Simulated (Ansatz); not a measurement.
# K on Ni(111): change of the work function, part 2 of 4

Wanted: Δφ(θ) for K/Ni(111), starting from the fcc site.

Ansatz 0.2.0; plane-wave DFT, PBE, Ansatz PAW.

So far, work function, upper face (eV): step 2 (the clean slab) 5.07.

## Step 3: The covered slab, k-mesh 4×4×1, coverage 0.111 ML

System of this step: KNi36 (K/Ni(111)). The cell holds 37 atoms: 36 Ni and 1 K. Its edges and angles: a = 7.467 Å, b = 7.467 Å, c = 27.109 Å, α = 90.0°, β = 90.0°, γ = 60.0°. Vacuum lies along c.

The clean slab as it ended is repeated in the plane and the adsorbate is set on one face; the cell's size fixes the coverage, and the k-mesh shrinks with it to keep the sampling density about even. Adsorbate and upper layers relax, since the dipole depends on the height.

input.yaml

```yaml
crystal:
  lattice:
    - [7.4670476093, 0.0, 0.0]
    - [3.7335238046, 6.4666529209, 0.0]
    - [0.0, 0.0, 27.1091163483]
  atoms:
    - { symbol: Ni, position: [0.0, 0.0, 0.3319916402], spin: 0.7 }
    - { symbol: Ni, position: [0.1111111111, 0.1111111111, 0.4069580433], spin: 0.72 }
    - { symbol: Ni, position: [0.2222222222, 0.2222222222, 0.4816751352], spin: 0.72 }
    - { symbol: Ni, position: [0.0, 0.0, 0.5556420936], spin: 0.7 }
    - { symbol: Ni, position: [0.0, 0.3333333333, 0.3319916402], spin: 0.7 }
    - { symbol: Ni, position: [0.1111111111, 0.4444444444, 0.4069580433], spin: 0.72 }
    - { symbol: Ni, position: [0.2222222222, 0.5555555556, 0.4816751352], spin: 0.72 }
    - { symbol: Ni, position: [0.0, 0.3333333333, 0.5556420936], spin: 0.7 }
    - { symbol: Ni, position: [0.0, 0.6666666667, 0.3319916402], spin: 0.7 }
    - { symbol: Ni, position: [0.1111111111, 0.7777777778, 0.4069580433], spin: 0.72 }
    - { symbol: Ni, position: [0.2222222222, 0.8888888889, 0.4816751352], spin: 0.72 }
    - { symbol: Ni, position: [0.0, 0.6666666667, 0.5556420936], spin: 0.7 }
    - { symbol: Ni, position: [0.3333333333, 0.0, 0.3319916402], spin: 0.7 }
    - { symbol: Ni, position: [0.4444444444, 0.1111111111, 0.4069580433], spin: 0.72 }
    - { symbol: Ni, position: [0.5555555556, 0.2222222222, 0.4816751352], spin: 0.72 }
    - { symbol: Ni, position: [0.3333333333, 0.0, 0.5556420936], spin: 0.7 }
    - { symbol: Ni, position: [0.3333333333, 0.3333333333, 0.3319916402], spin: 0.7 }
    - { symbol: Ni, position: [0.4444444444, 0.4444444444, 0.4069580433], spin: 0.72 }
    - { symbol: Ni, position: [0.5555555556, 0.5555555556, 0.4816751352], spin: 0.72 }
    - { symbol: Ni, position: [0.3333333333, 0.3333333333, 0.5556420936], spin: 0.7 }
    - { symbol: Ni, position: [0.3333333333, 0.6666666667, 0.3319916402], spin: 0.7 }
    - { symbol: Ni, position: [0.4444444444, 0.7777777778, 0.4069580433], spin: 0.72 }
    - { symbol: Ni, position: [0.5555555556, 0.8888888889, 0.4816751352], spin: 0.72 }
    - { symbol: Ni, position: [0.3333333333, 0.6666666667, 0.5556420936], spin: 0.7 }
    - { symbol: Ni, position: [0.6666666667, 0.0, 0.3319916402], spin: 0.7 }
    - { symbol: Ni, position: [0.7777777778, 0.1111111111, 0.4069580433], spin: 0.72 }
    - { symbol: Ni, position: [0.8888888889, 0.2222222222, 0.4816751352], spin: 0.72 }
    - { symbol: Ni, position: [0.6666666667, 0.0, 0.5556420936], spin: 0.7 }
    - { symbol: Ni, position: [0.6666666667, 0.3333333333, 0.3319916402], spin: 0.7 }
    - { symbol: Ni, position: [0.7777777778, 0.4444444444, 0.4069580433], spin: 0.72 }
    - { symbol: Ni, position: [0.8888888889, 0.5555555556, 0.4816751352], spin: 0.72 }
    - { symbol: Ni, position: [0.6666666667, 0.3333333333, 0.5556420936], spin: 0.7 }
    - { symbol: Ni, position: [0.6666666667, 0.6666666667, 0.3319916402], spin: 0.7 }
    - { symbol: Ni, position: [0.7777777778, 0.7777777778, 0.4069580433], spin: 0.72 }
    - { symbol: Ni, position: [0.8888888889, 0.8888888889, 0.4816751352], spin: 0.72 }
    - { symbol: Ni, position: [0.6666666667, 0.6666666667, 0.5556420936], spin: 0.7 }
    - { symbol: K, position: [0.1111111111, 0.1111111111, 0.6680083598] }
magnetization:
  spin_polarized: true
kpoints:
  mp_grid: { grid: [4, 4, 1] }
hamiltonian:
  xc: pbe
scf:
  occupations: { method: fermi_dirac, width: 0.1 }
  convergence: { dr2_threshold: 1.0e-08 }
efield:
  axis: 3
  dipole_correction: true
  ramp_position: 0.97
  ramp_width: 0.06
relax:
  f_tol: 0.02
  max_steps: 60
  constraints:
    - { sites: [0, 1, 4, 5, 8, 9, 12, 13, 16, 17, 20, 21, 24, 25, 28, 29, 32, 33] }
output:
  write_potential: true
  write_density: true
  volumetric_format: npy
```

Command:

```sh
$ ansatz run input.yaml --threads 4 --pin off --max-ram 16384MiB --backend cpu --events-out ev --progress --plain --runs-dir out
```

Numbers of over 12 decimals in the logs are rounded to 6 here.

Output:

```text
[...]
Crystal: 37 atoms, lattice volume = 1309.013 Å³
Basis set: ecut = 420 eV, 25603 PW (Γ), exchange–correlation on 100×100×384 points (8 copies of the dense FFT grid, shifted against one another)
Bands: 410, of which v1, the nominal top of the filled ones, is band 329 counted from 1 (328 counted from 0)
Symmetry: 6 space group operations
k-points: 4 of 16 (time reversal used)
[...]
Starting moments: Σ|m| = 25.56 μB on 36 of 37 sites
[...]
SCF iter   1: F=—  HF=-211725.746211 eV  |F-HF|=—  |Δ(HF+E_count)|=         —  Δρ=2.64e-2 (↑1.04e-2 ↓2.64e-2)  dr2=3.09e1  dr2_m=2.27e0  M=26.954 μB ∫|m|=28.365 μB  β_m=1.00  ethr=3.10e-3  p=0.000 e·Å  D=2.15e-6 V/Å  ΔV_dip=-0.00 eV  dr2_dipole=9.44e-1  V_vac-E_F(+/−)=7.22/7.22 eV  ⟨swp⟩=8.5  Hψ=15827  notcnv=0  defer=321
[...]
SCF iter  20: F=-211758.311461 eV  HF=-211758.311461 eV  |F-HF|=9.90e-9  |Δ(HF+E_count)|=  8.73e-10  Δρ=3.64e-7 (↑8.36e-8 ↓3.64e-7)  dr2=6.79e-9  dr2_m=2.80e-10  M=23.448 μB ∫|m|=27.143 μB  ethr=1.52e-12  p=0.988 e·Å  D=1.37e-1 V/Å  ΔV_dip=-3.70 eV  dr2_dipole=1.55e-9  V_vac-E_F(+/−)=1.38/5.08 eV  ⟨swp⟩=6.2  Hψ=17668  notcnv=0
SCF 1 converged in 20 iterations: F = -211758.311461 eV  dr2 = 6.79e-9
[...]
relax step   1: F+E_penalty+E_count = -211758.31146100 eV  Δ(F+E_penalty+E_count) = +0.000e0 eV  max|allowed force component| = 5.865e-1 eV/Å  Δτ_max = 0.0000 Å  (20 SCF iters, accepted)
[...]
SCF iter   1: F=—  HF=-211758.367561 eV  |F-HF|=—  |Δ(HF+E_count)|=         —  Δρ=4.05e-4 (↑3.32e-4 ↓4.05e-4)  dr2=1.17e-2  dr2_m=5.26e-4  M=23.433 μB ∫|m|=27.130 μB  β_m=1.00  ethr=1.12e-6  p=0.988 e·Å  D=1.37e-1 V/Å  ΔV_dip=-3.70 eV  dr2_dipole=4.60e-3  V_vac-E_F(+/−)=1.38/5.09 eV  ⟨swp⟩=3.1  Hψ=12388  notcnv=0  defer=350
[...]
eigensolver tolerance schedule calibrated: the retry pair's looser diagonalisation under-reported the residual by θ = 0.37 (0.11/decade); ethr = c·dr2/N_el runs at the constant in force after the calibration composes with the one it found (an armed cap, an earlier calibration), c = 8.5e-2
[...]
SCF iter   2: F=—  HF=-211758.367334 eV  |F-HF|=—  |Δ(HF+E_count)|=   2.28e-4  Δρ=2.01e-4 (↑2.01e-4 ↓1.86e-4)  dr2=2.28e-3  dr2_m=1.28e-5  M=23.430 μB ∫|m|=27.127 μB  β_m=0.37  ethr=1.12e-6  p=0.981 e·Å  D=1.36e-1 V/Å  ΔV_dip=-3.67 eV  dr2_dipole=9.00e-4  V_vac-E_F(+/−)=1.41/5.08 eV  ⟨swp⟩=2.0  Hψ=4308  notcnv=0  defer=350
[...]
SCF iter  15: F=-211758.367718 eV  HF=-211758.367718 eV  |F-HF|=8.67e-9  |Δ(HF+E_count)|=   1.31e-9  Δρ=5.63e-7 (↑1.36e-7 ↓5.63e-7)  dr2=7.54e-9  dr2_m=5.75e-10  M=23.429 μB ∫|m|=27.124 μB  ethr=1.00e-12  p=0.963 e·Å  D=1.33e-1 V/Å  ΔV_dip=-3.61 eV  dr2_dipole=2.73e-10  V_vac-E_F(+/−)=1.47/5.08 eV  ⟨swp⟩=5.2  Hψ=16218  notcnv=0
SCF 2 converged in 15 iterations: F = -211758.367718 eV  dr2 = 7.54e-9
[...]
relax step   2: F+E_penalty+E_count = -211758.36771827 eV  Δ(F+E_penalty+E_count) = -5.626e-2 eV  max|allowed force component| = 4.283e-1 eV/Å  Δτ_max = 0.1049 Å  (15 SCF iters, accepted)
SCF iter   1: F=—  HF=-211758.403019 eV  |F-HF|=—  |Δ(HF+E_count)|=         —  Δρ=6.76e-4 (↑4.74e-4 ↓6.76e-4)  dr2=1.45e-2  dr2_m=1.37e-3  M=23.419 μB ∫|m|=27.120 μB  β_m=1.00  ethr=2.03e-5  p=0.963 e·Å  D=1.33e-1 V/Å  ΔV_dip=-3.61 eV  dr2_dipole=3.72e-3  V_vac-E_F(+/−)=1.48/5.09 eV  ⟨swp⟩=5.6  Hψ=8506  notcnv=0  defer=355
[...]
SCF iter  13: F=-211758.404246 eV  HF=-211758.404246 eV  |F-HF|=3.78e-9  |Δ(HF+E_count)|=   6.66e-9  Δρ=3.21e-7 (↑1.05e-7 ↓3.21e-7)  dr2=3.62e-9  dr2_m=3.81e-10  M=23.410 μB ∫|m|=27.104 μB  ethr=1.16e-12  p=0.929 e·Å  D=1.28e-1 V/Å  ΔV_dip=-3.48 eV  dr2_dipole=8.01e-10  V_vac-E_F(+/−)=1.60/5.08 eV  ⟨swp⟩=6.0  Hψ=19212  notcnv=0
SCF 3 converged in 13 iterations: F = -211758.404246 eV  dr2 = 3.62e-9
relax step   3: F+E_penalty+E_count = -211758.40424616 eV  Δ(F+E_penalty+E_count) = -3.653e-2 eV  max|allowed force component| = 2.416e-1 eV/Å  Δτ_max = 0.1047 Å  (13 SCF iters, accepted)
[...]
relax step   4: F+E_penalty+E_count = -211758.41541261 eV  Δ(F+E_penalty+E_count) = -1.117e-2 eV  max|allowed force component| = 6.658e-2 eV/Å  Δτ_max = 0.1227 Å  (15 SCF iters, accepted)
SCF iter   1: F=—  HF=-211758.415831 eV  |F-HF|=—  |Δ(HF+E_count)|=         —  Δρ=2.66e-4 (↑1.77e-4 ↓2.66e-4)  dr2=1.86e-3  dr2_m=1.81e-4  M=23.378 μB ∫|m|=27.069 μB  β_m=1.00  ethr=1.02e-6  p=0.883 e·Å  D=1.22e-1 V/Å  ΔV_dip=-3.31 eV  dr2_dipole=4.12e-5  V_vac-E_F(+/−)=1.77/5.08 eV  ⟨swp⟩=3.9  Hψ=7764  notcnv=0  defer=369
[...]
SCF iter  12: F=-211758.416040 eV  HF=-211758.416040 eV  |F-HF|=4.37e-10  |Δ(HF+E_count)|=   2.30e-9  Δρ=2.62e-7 (↑1.28e-7 ↓2.62e-7)  dr2=1.33e-9  dr2_m=2.63e-10  M=23.390 μB ∫|m|=27.083 μB  ethr=1.00e-12  p=0.893 e·Å  D=1.23e-1 V/Å  ΔV_dip=-3.35 eV  dr2_dipole=9.25e-11  V_vac-E_F(+/−)=1.73/5.08 eV  ⟨swp⟩=6.2  Hψ=20201  notcnv=0
SCF 5 converged in 12 iterations: F = -211758.416040 eV  dr2 = 1.33e-9
relax step   5: F+E_penalty+E_count = -211758.41603977 eV  Δ(F+E_penalty+E_count) = -6.272e-4 eV  max|allowed force component| = 1.811e-2 eV/Å  Δτ_max = 0.0313 Å  (12 SCF iters, accepted)
NSCF: frozen V_eff on 4 k-points
[...]
SCF converged after 12 iterations
Magnetization: 23.3896 μB (340.1948 up, 316.8052 down)
Absolute magnetization: 27.1110 μB (∫|ρ↑−ρ↓|, with the PAW one-centre terms)
[...]
Per-site moments (μB) at R_I (Å): [(0.701206, 1.026719), (0.714335, 1.023283), (0.702682, 1.014225), (0.615934, 1.009946), (0.701206, 1.026719), (0.714091, 1.022048), (0.707058, 1.022056), (0.615934, 1.009946), (0.701177, 1.026719), (0.714091, 1.022048), (0.702682, 1.014225), (0.677871, 1.022056), (0.701206, 1.026719), (0.714091, 1.022048), (0.707058, 1.022056), (0.615934, 1.009946), (0.699060, 1.026719), (0.714890,  [...]
Free energy (F): -211758.416040 eV
[...]
Internal energy: -211756.296896 eV  (E = F + TS)
E sigma→0 (E₀):  -211757.356468 eV
Entropy (-TS):   -2.119143 eV (-57.274 meV/atom)
Fermi energy:    3.314677 eV
Dipole field:    D = 0.123465 V/Å  (p = 0.893153 e·Å, saw-weighted, corrected)
Work function:   Φ+ = 1.7329 eV   Φ− = 5.0799 eV
[...]
--- Forces (eV/Å), atoms counted from 1 ---
  atom   1  Ni    -0.00001830    -0.00001056     0.14985385
  atom   2  Ni    -0.00000000     0.00000000    -0.15432001
  atom   3  Ni     0.00516120     0.00297982     0.00539420
  atom   4  Ni     0.00243363     0.00140506    -0.01105070
  atom   5  Ni    -0.00000000     0.00002113     0.14985385
  atom   6  Ni     0.01069966     0.02272515    -0.14289035
  atom   7  Ni     0.00602371    -0.00347779     0.01392016
  atom   8  Ni     0.00000000    -0.00281011    -0.01105070
  atom   9  Ni    -0.00174847     0.00100948     0.14791373
  atom  10  Ni    -0.01433073    -0.02062875    -0.14289035
  atom  11  Ni     0.00000000    -0.00595964     0.00539420
  atom  12  Ni     0.00545022    -0.00314668    -0.00937149
  atom  13  Ni     0.00001830    -0.00001056     0.14985385
  atom  14  Ni     0.02503039    -0.00209640    -0.14289035
  atom  15  Ni    -0.00000000     0.00695558     0.01392016
  atom  16  Ni    -0.00243363     0.00140506    -0.01105070
  atom  17  Ni     0.00015139     0.00008740     0.15066919
  atom  18  Ni    -0.00000000     0.00000000    -0.08844579
  atom  19  Ni    -0.00602371    -0.00347779     0.01392016
  atom  20  Ni     0.00496449     0.00286625    -0.01811047
  atom  21  Ni     0.00000000    -0.00017481     0.15066919
  atom  22  Ni     0.01433073    -0.02062875    -0.14289035
  atom  23  Ni     0.00395168    -0.00228150    -0.00165401
  atom  24  Ni     0.00000000    -0.00573250    -0.01811047
  atom  25  Ni     0.00000000    -0.00201896     0.14791373
  atom  26  Ni    -0.02503039    -0.00209640    -0.14289035
  atom  27  Ni    -0.00516120     0.00297982     0.00539420
  atom  28  Ni    -0.00000000     0.00629337    -0.00937149
  atom  29  Ni    -0.00015139     0.00008740     0.15066919
  atom  30  Ni    -0.01069966     0.02272515    -0.14289035
  atom  31  Ni    -0.00000000     0.00456300    -0.00165401
  atom  32  Ni    -0.00496449     0.00286625    -0.01811047
  atom  33  Ni     0.00174847     0.00100948     0.14791373
  atom  34  Ni    -0.00000000     0.00000000    -0.17625792
  atom  35  Ni    -0.00395168    -0.00228150    -0.00165401
  atom  36  Ni    -0.00545022    -0.00314668    -0.00937149
  atom  37  K     -0.00000000    -0.00000000    -0.00639642
  max |Σ_I F_I| component: 6.89e-5 eV/Å
--- Band table (eV; the first three rows and the last of 8) ---
  k-point 0 ↑: bands = [... 325 lower, 2.5434, 2.5436, 2.5436, 2.5443, 2.5443, 2.5608, 2.5678, 2.5678, ... 77 higher]
  k-point 1 ↑: bands = [... 325 lower, 2.6315, 2.6443, 2.6444, 2.6830, 2.6831, 2.6947, 2.6995, 2.7073, ... 77 higher]
  k-point 2 ↑: bands = [... 325 lower, 2.6915, 2.6919, 2.6929, 2.7004, 2.7052, 2.7127, 2.7564, 2.7731, ... 77 higher]
  k-point 3 ↓: bands = [... 325 lower, 3.4554, 3.5177, 3.5371, 3.5395, 3.5564, 3.5575, 3.5898, 3.6412, ... 77 higher]
--- Relaxed structure (5 steps of the walk, 5 accepted, 0 SCFs on fresh bases) ---
  F+E_penalty+E_count = -211758.41603977 eV   max|allowed force component| = 1.811e-2 eV/Å
  atoms:
    - { symbol: Ni, position: [1.1111113280699718e-11, 1.111111328069972e-11, 0.331992] }
    - { symbol: Ni, position: [0.111111, 0.111111, 0.406958] }
    - { symbol: Ni, position: [0.222488, 0.222488, 0.481457] }
    - { symbol: Ni, position: [-0.000574655, -0.000574655, 0.554906] }
    - { symbol: Ni, position: [1.1111084274872951e-11, 0.333333, 0.331992] }
    - { symbol: Ni, position: [0.111111, 0.444444, 0.406958] }
    - { symbol: Ni, position: [0.222185, 0.555574, 0.482127] }
    - { symbol: Ni, position: [-0.000574655, 0.334483, 0.554906] }
    - { symbol: Ni, position: [-2.2222224060897133e-11, 0.666667, 0.331992] }
    - { symbol: Ni, position: [0.111111, 0.777778, 0.406958] }
    - { symbol: Ni, position: [0.222488, 0.888356, 0.481457] }
    - { symbol: Ni, position: [-0.000179096, 0.666756, 0.556558] }
    - { symbol: Ni, position: [0.333333, 1.111111328069972e-11, 0.331992] }
    - { symbol: Ni, position: [0.444444, 0.111111, 0.406958] }
    - { symbol: Ni, position: [0.555574, 0.222185, 0.482127] }
    - { symbol: Ni, position: [0.334483, -0.000574655, 0.554906] }
    - { symbol: Ni, position: [0.333333, 0.333333, 0.331992] }
    - { symbol: Ni, position: [0.444444, 0.444444, 0.406958] }
    - { symbol: Ni, position: [0.555574, 0.555574, 0.482127] }
    - { symbol: Ni, position: [0.332945, 0.332945, 0.556601] }
    - { symbol: Ni, position: [0.333333, 0.666667, 0.331992] }
    - { symbol: Ni, position: [0.444444, 0.777778, 0.406958] }
    - { symbol: Ni, position: [0.556401, 0.888466, 0.481732] }
    - { symbol: Ni, position: [0.332945, 0.667444, 0.556601] }
    - { symbol: Ni, position: [0.666667, -2.22222043069289e-11, 0.331992] }
    - { symbol: Ni, position: [0.777778, 0.111111, 0.406958] }
    - { symbol: Ni, position: [0.888356, 0.222488, 0.481457] }
    - { symbol: Ni, position: [0.666756, -0.000179096, 0.556558] }
    - { symbol: Ni, position: [0.666667, 0.333333, 0.331992] }
    - { symbol: Ni, position: [0.777778, 0.444444, 0.406958] }
    - { symbol: Ni, position: [0.888466, 0.556401, 0.481732] }
    - { symbol: Ni, position: [0.667444, 0.332945, 0.556601] }
    - { symbol: Ni, position: [0.666667, 0.666667, 0.331992] }
    - { symbol: Ni, position: [0.777778, 0.777778, 0.406958] }
    - { symbol: Ni, position: [0.888466, 0.888466, 0.481732] }
    - { symbol: Ni, position: [0.666756, 0.666756, 0.556558] }
    - { symbol: K, position: [0.111111, 0.111111, 0.656906] }
```

Run time: 22 min. Hardware: 4 threads of Arm Neoverse V2, shared host; peak memory 10 GiB; 86 min of CPU time.

Step by step:

| step | energy less that of the first step (eV) | largest force component (eV/Å) |
| --- | --- | --- |
| 1 | 0.0000 | 0.5865 |
| 2 | -0.0563 | 0.4283 |
| 3 | -0.0928 | 0.2416 |
| 4 | -0.1040 | 0.0666 |
| 5 | -0.1046 | 0.0181 |

Forces are held to the 6 operations that the run works with; a distortion that breaks them can't arise in this run.

The atoms that moved most (Å):

| atom | dx | dy | dz | length |
| --- | --- | --- | --- | --- |
| K37 | 0.000 | 0.000 | -0.301 | 0.301 |
| Ni20 | -0.004 | -0.003 | 0.026 | 0.026 |
| Ni32 | 0.004 | -0.003 | 0.026 | 0.026 |
| Ni24 | 0.000 | 0.005 | 0.026 | 0.026 |
| Ni12 | -0.001 | 0.001 | 0.025 | 0.025 |
| Ni28 | 0.000 | -0.001 | 0.025 | 0.025 |
| Ni36 | 0.001 | 0.001 | 0.025 | 0.025 |
| Ni16 | 0.006 | -0.004 | -0.020 | 0.021 |

The relaxed structure:

```
Ni K
1.0
     7.46705    0.00000    0.00000
     3.73352    6.46665    0.00000
     0.00000    0.00000   27.10912
Ni K
36 1
Direct
  0.00000 0.00000 0.33199
  0.11111 0.11111 0.40696
  0.22249 0.22249 0.48146
  0.99943 0.99943 0.55491
  0.00000 0.33333 0.33199
  0.11111 0.44444 0.40696
  0.22219 0.55557 0.48213
  0.99943 0.33448 0.55491
  0.00000 0.66667 0.33199
  0.11111 0.77778 0.40696
  0.22249 0.88836 0.48146
  0.99982 0.66676 0.55656
  0.33333 0.00000 0.33199
  0.44444 0.11111 0.40696
  0.55557 0.22219 0.48213
  0.33448 0.99943 0.55491
  0.33333 0.33333 0.33199
  0.44444 0.44444 0.40696
  0.55557 0.55557 0.48213
  0.33294 0.33294 0.55660
  0.33333 0.66667 0.33199
  0.44444 0.77778 0.40696
  0.55640 0.88847 0.48173
  0.33294 0.66744 0.55660
  0.66667 0.00000 0.33199
  0.77778 0.11111 0.40696
  0.88836 0.22249 0.48146
  0.66676 0.99982 0.55656
  0.66667 0.33333 0.33199
  0.77778 0.44444 0.40696
  0.88847 0.55640 0.48173
  0.66744 0.33294 0.55660
  0.66667 0.66667 0.33199
  0.77778 0.77778 0.40696
  0.88847 0.88847 0.48173
  0.66676 0.66676 0.55656
  0.11111 0.11111 0.65691
```

This step gave:

| Property | Result |
| --- | --- |
| energy at zero smearing | -211757.3565 eV |
| total moment | 23.39 μB |
| work function, upper face | 1.733 eV |
| work function, lower face | 5.080 eV |
| dipole along the normal | 0.8932 e·Å |
| step between the vacuum levels | -3.347 eV |

Running mean over 2.032 Å of the planar mean; the ramp of the sawtooth is left out. The electron's electrostatic potential energy less the Fermi level by z:

| z (Å) | electron's electrostatic potential energy less the Fermi level (eV) |
| --- | --- |
| 3.5 | 5.08 |
| 4.0 | 5.08 |
| 4.5 | 5.08 |
| 5.0 | 5.08 |
| 5.5 | 5.07 |
| 6.0 | 5.03 |
| 6.5 | 4.90 |
| 7.0 | 4.39 |
| 7.5 | 2.26 |
| 8.0 | -3.19 |
| 8.5 | -8.37 |
| 9.0 | -10.0 |
| 9.5 | -10.3 |
| 10.0 | -10.3 |
| 10.5 | -10.3 |
| 11.0 | -10.4 |
| 11.5 | -10.4 |
| 12.0 | -10.4 |
| 12.5 | -10.4 |
| 13.0 | -10.4 |
| 13.5 | -10.5 |
| 14.0 | -10.5 |
| 14.5 | -10.4 |
| 15.0 | -10.1 |
| 15.5 | -8.89 |
| 16.0 | -4.46 |
| 16.5 | 0.513 |
| 17.0 | 1.96 |
| 17.5 | 1.54 |
| 18.0 | 1.09 |
| 18.5 | 1.01 |
| 19.0 | 1.31 |
| 19.5 | 1.61 |
| 20.0 | 1.70 |
| 20.5 | 1.72 |
| 21.0 | 1.73 |
| 21.5 | 1.73 |
| 22.0 | 1.73 |
| 22.5 | 1.73 |
| 23.0 | 1.73 |
| 23.5 | 1.73 |
| 24.0 | 1.73 |

Site moment by element, in μB:

| element | atoms | mean | spread (r.m.s.) | least | largest |
| --- | --- | --- | --- | --- | --- |
| Ni | 36 | 0.693 | 0.027 | 0.616 | 0.716 |
| K | 1 | -0.008 | 0.000 | -0.008 | -0.008 |

The atoms farthest from the mean of their element:

| atom | x, y, z (Å) | site moment (μB) |
| --- | --- | --- |
| Ni16 | 2.50, 0.00, 15.04 | 0.616 |
| Ni8 | 1.24, 2.16, 15.04 | 0.616 |
| Ni4 | -0.01, 0.00, 15.04 | 0.616 |
| Ni20 | 3.73, 2.15, 15.09 | 0.670 |
| Ni24 | 4.98, 4.32, 15.09 | 0.670 |
| Ni32 | 6.23, 2.15, 15.09 | 0.670 |
| Ni34 | 8.71, 5.03, 11.03 | 0.716 |
| Ni18 | 4.98, 2.87, 11.03 | 0.715 |

The relaxation took 5 steps and lowered the energy by 0.10 eV; the largest force on the free atoms ends at 0.018 eV/Å.

The covered face has 1.73 eV, -3.34 eV against the clean one; the bare back face has moved by -0.00 eV, a measure of how thin the slab is.

(Part 2 of 4 ends here.)

[Logs are printed without paths, hosts, clocks, repeated set-up lines and the standing remarks that a program may print on its own settings, such as how far it seeks lower states.]

[Hosts, paths, dates, database ids (printed as entryN), source tags and the programs' standing remarks are cut or masked in the printed files.]

[Maps of the electrostatic potential energy from Ansatz leave out the sawtooth potential of an applied field or a dipole correction, so their vacuum need not be flat; planar profiles and work functions include it.]
